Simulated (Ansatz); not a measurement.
# Dielectric response of GaN (10-10) films, part 5 of 5

How well do thin wurtzite GaN (10-10) films screen a perpendicular field?

Ansatz 0.2.0; plane-wave DFT, PBE, Ansatz PAW (the session's first sound run).

So far. Step 23 (Response with the atoms relaxed, 24 atoms, units 6): The induced dipole is that of a conductor 15.92 Å thick. Step 26 (The bulk crystal): The gap is 1.90 eV.

### Step 27. Band edges against the vacuum, levels PBE

This step: plane-wave DFT, PBE, Ansatz PAW; band edges against the vacuum, bulk levels by PBE (Ansatz 0.2.0).

System of this step: GaN (10-10), 6 units. The cell holds 24 atoms: 12 Ga and 12 N. Its edges and angles: a = 3.190 Å, b = 5.190 Å, c = 32.734 Å, α = 90.0°, β = 90.0°, γ = 90.0°. It derives from GaN (wurtzite GaN). Vacuum lies along c.

The averaged potential in the middle of the thickest slab ties the bulk's levels to the vacuum level.

Input file align.yaml:

```yaml
surface:
  bulk: { run: bulk.run }
  slab: { run: end6.run, axis: 3 }
  face: plus
  period: 2.76262
```

Run with:

```console
$ ansatz align-bands align.yaml -- --threads 4 --pin off
```

Numbers of over 12 decimals in the logs are rounded to 6 here.

Output:

```text
plus face
ionisation energy 5.671 eV
electron affinity 3.770 eV
  bulk: levels by pbe on the potential of pbe; from 14.99 to 17.75 Å its average varies by 0.1082 eV and climbs by +0.0000; the bulk's density to 1.38 % (its layers are strained against the bulk's: take a thicker slab or side, or run the bulk at their strain)
  vacuum: slopes by 0.0000 eV/Å; line-up 10.0655 eV
  the slab's own level stands -0.011 eV from the bulk's
  of the slab's run: its band edges are its mesh's, and a band can turn off it. A run with kpoints.band_path: { path: [VBM, CBM], npoints: 1 } finds the zone's; the potential's macroscopic average varies by 0.1082 eV from 14.986 to 17.748 Å, more than 0.03 eV: the crystal is too thin there to have an interior, or the window reaches out of it, or the period is not the layers'
```

It took 0.07 s on 4 threads of Arm Neoverse V1, shared host.

Numbers from this step:

```
ionisation energy : 5.671 eV
electron affinity : 3.770 eV
slab level shift  : -0.01082 eV
```

Check by hand: ionisation energy less affinity, 5.67 − (3.77) = 1.90 eV, is the bulk gap at this level.

The program warns that the averaged potential varies by 0.11 eV in the slab's middle, which these edges carry as an error.

### Step 28. The bulk with HSE06, k-mesh 8×8×4

This step: plane-wave DFT, HSE06, Ansatz PAW (Ansatz 0.2.0).

System of this step: wurtzite GaN. It takes space group P6_3mc (No. 186, hexagonal). Conventional cell: a = 3.190 Å, b = 3.190 Å, c = 5.190 Å, α = 90.00°, β = 90.00°, γ = 120.00°. Ga has 4 N at 1.95 to 1.96 Å nearest. Nearest to N lie 4 Ga at 1.95 to 1.96 Å. Farther neighbours and most contacts between anions are not listed.

A hybrid functional removes part of the gap error, and is affordable in the small bulk cell.

Input file input.yaml:

```yaml
crystal:
  lattice:
    - [3.19, 0.0, 0.0]
    - [-1.595, 2.7626210381, 0.0]
    - [0.0, 0.0, 5.19]
  atoms:
    - { symbol: Ga, position: [0.3333333333, 0.6666666667, 0.0] }
    - { symbol: Ga, position: [0.6666666667, 0.3333333333, 0.5] }
    - { symbol: "N", position: [0.3333333333, 0.6666666667, 0.377] }
    - { symbol: "N", position: [0.6666666667, 0.3333333333, 0.877] }
kpoints:
  mp_grid: { grid: [8, 8, 4] }
hamiltonian:
  xc: hse06
scf:
  occupations: { method: fixed }
  convergence: { dr2_threshold: 1.0e-08 }
output:
  eigenvalues: true
checkpoint:
  write: bulk-hse.run
  compress: false
  write_wavefunctions: false
```

Run with:

```console
$ ansatz run input.yaml --threads 4 --pin off --max-ram 12288MiB --backend cpu --events-out ev --progress --plain --runs-dir out
```

Output:

```text
[...]
davidson cushion auto → on  (no smearing: the cushion is to keep the highest requested band from converging to the state above it; pin scf.eigensolver.cushion to override)
Crystal: 4 atoms, lattice volume = 45.738 Å³
Basis set: ecut = 420 eV, 917 PW (Γ)
Bands: 22, of which v1, the nominal top of the filled ones, is band 18 counted from 1 (17 counted from 0)
Symmetry: 12 space group operations
[...]
k-points: 30 of 256 (time reversal used)
[...]
SCF iter   1: F=—  HF=-8335.824831 eV  |F-HF|=—  |Δ(HF+E_count)|=         —  Δρ=9.73e-4  dr2=2.93e-4  ethr=1.77e-3  ⟨swp⟩=2.0  Hψ=4545  notcnv=0
[...]
SCF iter   2: F=-8335.825163 eV  HF=-8335.825122 eV  |F-HF|=4.08e-5  |Δ(HF+E_count)|=   2.91e-4  Δρ=4.91e-4  dr2=7.41e-5  ethr=8.15e-7  ⟨swp⟩=4.9  Hψ=2507  notcnv=0
SCF 1 stopped early in 2 iterations: F = -8335.825163 eV  dr2 = 7.41e-5
[...]
Exchange kernel: α = 0.2500, screened, ω = 0.2079 Å⁻¹, Wigner–Seitz truncation, v(0) = 1046.5229 eV·Å³, q-mesh 8×8×4, nearest image of the exchange supercell L = 20.76 Å, pair-density grid 18×18×30, without the augmentation charges, whose exchange is taken in its separable form by FFT convolution over the k-point mesh (sized by the pseudopotential files, 20×20×36 at the most), smooth part of the exact exchange by density-matrix convolution
Frozen-core exchange: fock
SCF iter   1: F=—  HF=-8336.832884 eV  |F-HF|=—  |Δ(HF+E_count)|=         —  Δρ=1.74e-2  dr2=5.48e-2  ethr=2.06e-6  ⟨swp⟩=7.5  Hψ=3633  notcnv=0
[...]
SCF iter   6: F=-8336.822167 eV  HF=-8336.822191 eV  |F-HF|=2.42e-5  |Δ(HF+E_count)|=   2.89e-4  Δρ=2.75e-4  dr2=1.49e-5  ethr=1.65e-7  ⟨swp⟩=4.0  Hψ=2332  notcnv=0
SCF 2 stopped early in 6 iterations: F = -8336.822167 eV  dr2 = 1.49e-5
[...]
hybrid outer 1: dexx = +1.842e-2 eV, tail = 1.19e-4 eV
[...]
Frozen-core exchange: fock
SCF iter   1: F=—  HF=-8336.821568 eV  |F-HF|=—  |Δ(HF+E_count)|=         —  Δρ=1.08e-4  dr2=6.29e-6  ethr=1.65e-6  ⟨swp⟩=3.0  Hψ=1563  notcnv=0
[...]
SCF iter   6: F=-8336.821574 eV  HF=-8336.821574 eV  |F-HF|=8.62e-9  |Δ(HF+E_count)|=   6.31e-8  Δρ=5.26e-6  dr2=9.59e-9  ethr=4.69e-12  ⟨swp⟩=4.8  Hψ=2744  notcnv=0  defer=9
SCF 3 converged in 6 iterations: F = -8336.821574 eV  dr2 = 9.59e-9
hybrid outer 2: dexx = +2.726e-6 eV, tail = 4.72e-8 eV, Δε = 7.98e-3 eV (about 1.99e-4 eV left of the loop's levels)
hybrid SCF converged: 2 outer / 12 inner (+2 warm-up), last move |dexx| = 2.73e-6 eV, tail = 4.72e-8 eV
[...]
Free energy (F): -8336.821573 eV
Frozen-core exchange: fock
[...]
Internal energy: -8336.821573 eV  (E = F + TS)
E sigma→0 (E₀):  -8336.821573 eV
Fermi energy:    8.847154 eV
[...]
--- Band table (eV; the first three rows and the last of 30) ---
  k-point 0: bands = [... 14 lower, 7.7291, 8.8214, 8.8472, 8.8472, 12.0047, 14.5093, 19.7974, 20.3042]
  k-point 1: bands = [... 14 lower, 7.8856, 7.8856, 8.6759, 8.6759, 13.2113, 14.6246, 19.3426, 19.9829]
  k-point 2: bands = [... 14 lower, 8.2734, 8.2734, 8.2734, 8.2734, 14.4877, 14.4877, 18.9115, 18.9115]
  k-point 29: bands = [... 14 lower, 4.6654, 4.6654, 7.2473, 7.2473, 16.2821, 16.2821, 18.0369, 18.0369]
```

Elapsed: 14 s, on 4 threads; peak memory 2 GiB.

A gap read on the k-mesh alone can miss the band edges.

Numbers from this step:

```
gap on the k-mesh : 3.158 eV
```

The gap is 3.16 eV.

### Step 29. Band edges against the vacuum, levels HSE06

This step: plane-wave DFT, PBE, Ansatz PAW; band edges against the vacuum, bulk levels by HSE06 (Ansatz 0.2.0).

System of this step: GaN (10-10), 6 units. The cell holds 24 atoms: 12 Ga and 12 N. Cell: a = 3.190 Å, b = 5.190 Å, c = 32.734 Å, α = 90.0°, β = 90.0°, γ = 90.0°. It derives from GaN (wurtzite GaN). Vacuum lies along c.

The same line-up with the hybrid's levels.

Input file align.yaml:

```yaml
surface:
  bulk: { run: bulk.run, levels_from: { run: bulk-hse.run } }
  slab: { run: end6.run, axis: 3 }
  face: plus
  period: 2.76262
```

Run with:

```console
$ ansatz align-bands align.yaml -- --threads 4 --pin off
```

Output:

```text
plus face
ionisation energy 6.500 eV
electron affinity 3.342 eV
  bulk: levels by hse06 on the potential of pbe; from 14.99 to 17.75 Å its average varies by 0.1082 eV and climbs by +0.0000; the bulk's density to 1.38 % (its layers are strained against the bulk's: take a thicker slab or side, or run the bulk at their strain)
  vacuum: slopes by 0.0000 eV/Å; line-up 10.0655 eV
  of the bulk's run: of the levels' run: its band edges are its mesh's, and a band can turn off it. A run with kpoints.band_path: { path: [VBM, CBM], npoints: 1 } finds the zone's; its band edges are of a coarser mesh than the slab's or the interface's, whose density can shift them: a run under levels_from is taken as it is
[...]
```

Elapsed: 0.09 s, on 4 threads.

This step gave:

- ionisation energy: 6.500 eV
- electron affinity: 3.342 eV

Check by hand: ionisation energy less affinity, 6.50 − (3.34) = 3.16 eV, is the bulk gap at this level.

The program warns that the averaged potential varies by 0.11 eV in the slab's middle, which these edges carry as an error.

### Step 30. Varying the input

This step: plane-wave DFT, PBE, Ansatz PAW (Ansatz 0.2.0).

System of this step: GaN (10-10), 3 units. The cell holds 12 atoms: 6 Ga and 6 N. Its edges and angles: a = 3.190 Å, b = 5.190 Å, c = 24.446 Å, α = 90.0°, β = 90.0°, γ = 90.0°. It derives from GaN (wurtzite GaN). Vacuum lies along c.

An input spoilt on purpose, to show how the run answers: it repeats the earlier run at 0.1 V/Å, 3 units with efield.ramp_position from 0.97 to 0.475, and scf.max_iter set to 75.

Input file input.yaml:

```yaml
crystal:
  lattice:
    - [3.19, 0.0, 0.0]
    - [0.0, 5.19, 0.0]
    - [0.0, 0.0, 24.4461157555]
  atoms:
    - { symbol: Ga, position: [0.0, 0.0266918132, 0.3775821688] }
    - { symbol: "N", position: [0.0, 0.3742018732, 0.3657914879] }
    - { symbol: Ga, position: [0.5, 0.4923790711, 0.3994850231] }
    - { symbol: "N", position: [0.5, 0.8682667725, 0.4040785419] }
    - { symbol: Ga, position: [0.5, -0.0035371398, 0.4836399453] }
    - { symbol: "N", position: [0.5, 0.3729974947, 0.480185018] }
    - { symbol: Ga, position: [0.0, 0.4964628626, 0.5163600618] }
    - { symbol: "N", position: [0.0, 0.8729974918, 0.519814973] }
    - { symbol: Ga, position: [0.0, -0.0076208651, 0.6005149901] }
    - { symbol: "N", position: [0.0, 0.3682668326, 0.5959214462] }
    - { symbol: Ga, position: [0.5, 0.5266918674, 0.6224178324] }
    - { symbol: "N", position: [0.5, 0.8742019257, 0.6342085116] }
kpoints:
  mp_grid: { grid: [8, 6, 1] }
hamiltonian:
  xc: pbe
scf:
  occupations: { method: fixed }
  convergence: { dr2_threshold: 1.0e-10 }
  max_iter: 75
efield:
  axis: 3
  dipole_correction: true
  ramp_position: 0.475
  ramp_width: 0.06
  amplitude: 0.1
output:
  write_potential: true
  write_density: true
  volumetric_format: npy
```

Run with:

```console
$ ansatz run input.yaml --threads 4 --pin off --max-ram 12288MiB --backend cpu --events-out ev --progress --plain --runs-dir out
```

Output:

```text
Engine: ansatz 0.2.0, aarch64-unknown-linux-gnu
Pseudopotentials: kind: paw
Pseudopotential: Ga, paw, valence charge 13, recommended cutoff 420 eV (normal), Ga.paw.azcp
Pseudopotential: N, paw, valence charge 5, recommended cutoff 420 eV (normal), N.paw.azcp
Functional definition: PBE
  parameter kappa = 0.804
  parameter beta = 0.066725
  exchange = pbe_x(kappa = kappa, mu = beta*pi^2/3)
  correlation = pbe_c(beta = beta)
Crystal: 12 atoms, lattice volume = 404.732 Å³
Basis set: ecut = 420 eV, 7939 PW (Γ)
Bands: 66, of which v1, the nominal top of the filled ones, is band 54 counted from 1 (53 counted from 0)
Symmetry: 2 space group operations
k-points: 20 of 48 (time reversal used)
Non-local potential: Ga, projectors of the file, l = 0: 2, l = 1: 2, l = 2: 3, l = 3: 1
Non-local potential: N, projectors of the file, l = 0: 2, l = 1: 2, l = 2: 1
PAW form: soft (Blöchl's): semilocal exchange-correlation on the pseudo side does not see the compensation charge
PAW one-centre angular grid: Ga, 590 points (default); XC on 64 Gauss nodes
PAW one-centre angular grid: N, 110 points (default); XC on 64 Gauss nodes
Initial density: superposition of atomic densities (neutral atoms: chi_scale 0, normalization atom, screened)
Initial wavefunctions: pseudopotential atomic-orbital guess
Functional: x = pbe(κ = 0.804, μ = 0.219515), c = pbe(β = 0.066725)
Error: efield: ion 4 (Ga) at fractional coordinate 0.4836 along the field axis lies inside the sawtooth ramp with 2 of the planes that the density is read on at each end, [0.4639, 0.5461] — the ramp must sit in vacuum (an ion there feels the fictitious reversed slope); set or move the ramp (efield.ramp_position / ramp_width) or move the geometry
```

It took 0.22 s on 4 threads; peak memory 0.53 GiB.

The program refused the input before any cycle.

The program's message: “Error: efield: ion 4 (Ga) at fractional coordinate 0.4836 along the field axis lies inside the sawtooth ramp with 2 of the planes that the density is read on at each end, [0.4639, 0.5461] — the ramp m …”

The fault put into the input: the ramp among the atoms.

### Step 31. The same run with other settings: efield.ramp_width = 0.04

Another changed input: it repeats the earlier run at 0.1 V/Å, 3 units with efield.ramp_width from 0.06 to 0.04.

Changes to input.yaml since step 30:

```diff
@@ -25,3 +25,2 @@
   convergence: { dr2_threshold: 1.0e-10 }
-  max_iter: 75
 efield:
@@ -29,4 +28,4 @@
   dipole_correction: true
-  ramp_position: 0.475
-  ramp_width: 0.06
+  ramp_position: 0.97
+  ramp_width: 0.04
   amplitude: 0.1
```

Output:

```text
[...]
Crystal: 12 atoms, lattice volume = 404.732 Å³
Basis set: ecut = 420 eV, 7939 PW (Γ)
Bands: 66, of which v1, the nominal top of the filled ones, is band 54 counted from 1 (53 counted from 0)
Symmetry: 2 space group operations
k-points: 20 of 48 (time reversal used)
[...]
SCF iter   1: F=—  HF=-25017.735343 eV  |F-HF|=—  |Δ(HF+E_count)|=         —  Δρ=9.71e-2  dr2=4.81e1  ethr=3.10e-3  p=0.081 e·Å  D=3.61e-2 V/Å  ΔV_dip=-0.88 eV  dr2_dipole=1.11e-3  V_vac-E_F(+/−)=11.29/9.97 eV  ⟨swp⟩=5.0  Hψ=4998  notcnv=0  defer=192
[...]
SCF iter  16: F=-25004.207034 eV  HF=-25004.207034 eV  |F-HF|=1.49e-10  |Δ(HF+E_count)|=  2.07e-10  Δρ=6.26e-8  dr2=1.00e-11  ethr=1.00e-12  p=0.069 e·Å  D=3.10e-2 V/Å  ΔV_dip=-0.76 eV  dr2_dipole=1.13e-14  V_vac-E_F(+/−)=6.37/4.93 eV  ⟨swp⟩=17.9  Hψ=5747  notcnv=0
SCF 1 converged in 16 iterations: F = -25004.207034 eV  dr2 = 1.00e-11
[...]
SCF converged after 16 iterations
[...]
Free energy (F): -25004.207034 eV
[...]
Internal energy: -25004.207034 eV  (E = F + TS)
E sigma→0 (E₀):  -25004.207034 eV
Fermi energy:    -0.433157 eV
Dipole field:    D = 0.031008 V/Å  (p = 0.069355 e·Å, saw-weighted, corrected)
Work function:   not extracted (applied field tilts the vacuum); planar V_es + V_field profile in the machine report
[...]
--- Band table (eV; the first three rows and the last of 20) ---
  k-point 0: bands = [... 50 lower, -0.8834, -0.6757, -0.5762, -0.4332, 1.0730, 2.1143, 3.7183, 4.2331, ... 8 higher]
  k-point 1: bands = [... 50 lower, -0.9008, -0.7813, -0.5453, -0.5282, 1.5989, 2.2786, 3.6444, 4.1291, ... 8 higher]
  k-point 2: bands = [... 50 lower, -1.0009, -0.8897, -0.7666, -0.5748, 2.2944, 2.5889, 3.6292, 3.9885, ... 8 higher]
  k-point 19: bands = [... 50 lower, -2.1132, -2.0861, -0.9473, -0.8521, 2.8054, 2.8968, 4.3055, 4.3128, ... 8 higher]
```

It took 27 s on 4 threads; peak memory 1.2 GiB; 1.7 min of CPU time.

This step gave:

```yaml
gap_on_the_k_mesh: 1.506 eV
dipole_along_the_normal: 0.06936 e·Å
```

| quantity | this run | earlier run | difference |
| --- | --- | --- | --- |
| dipole along the normal (e·Å) | 0.06936 | 0.06936 | -2.2e-6 |
| gap on the k-mesh (eV) | 1.506 | 1.506 | -2.5e-7 |

Nothing in the table moves by 0.01 in its unit (for the dipole 0.5 % and 5e-5 e·Å).

### Step 32. What came out

| Property | Result |
| --- | --- |
| electronic ε from the thickness series | 5.94 |
| static ε from the thickness series | 11.1 |
| local electronic ε, middle of 6 units | 6.03 |
| ionisation energy, levels by PBE | 5.67 eV |
| electron affinity, levels by PBE | 3.77 eV |
| ionisation energy, levels by HSE06 | 6.50 eV |
| electron affinity, levels by HSE06 | 3.34 eV |

**Reading.** The films give an electronic ε of 5.94 and a static ε of 11.1. The slope of the series and the field inside the thickest film give 5.94 and 6.03, in agreement. Ions raise ε from 5.94 to 11.1. The static value rests on two thicknesses alone. HSE06 levels deepen the valence edge by 0.83 eV on the same PBE surface dipole. The alignment warns that the averaged potential still varies by 0.11 eV in the slab's middle, which the band edges carry as an error. The in-plane lattice constants are held at typed bulk values. Semilocal functionals tend to overestimate the electronic ε a little.

[Logs are printed without paths, hosts, clocks, repeated set-up lines and the standing remarks that a program may print on its own settings, such as how far it seeks lower states.]

[Hosts, paths, dates, database ids (printed as entryN), source tags and the programs' standing remarks are cut or masked in the printed files.]

[Maps of the electrostatic potential energy from Ansatz leave out the sawtooth potential of an applied field or a dipole correction, so their vacuum need not be flat; planar profiles and work functions include it.]
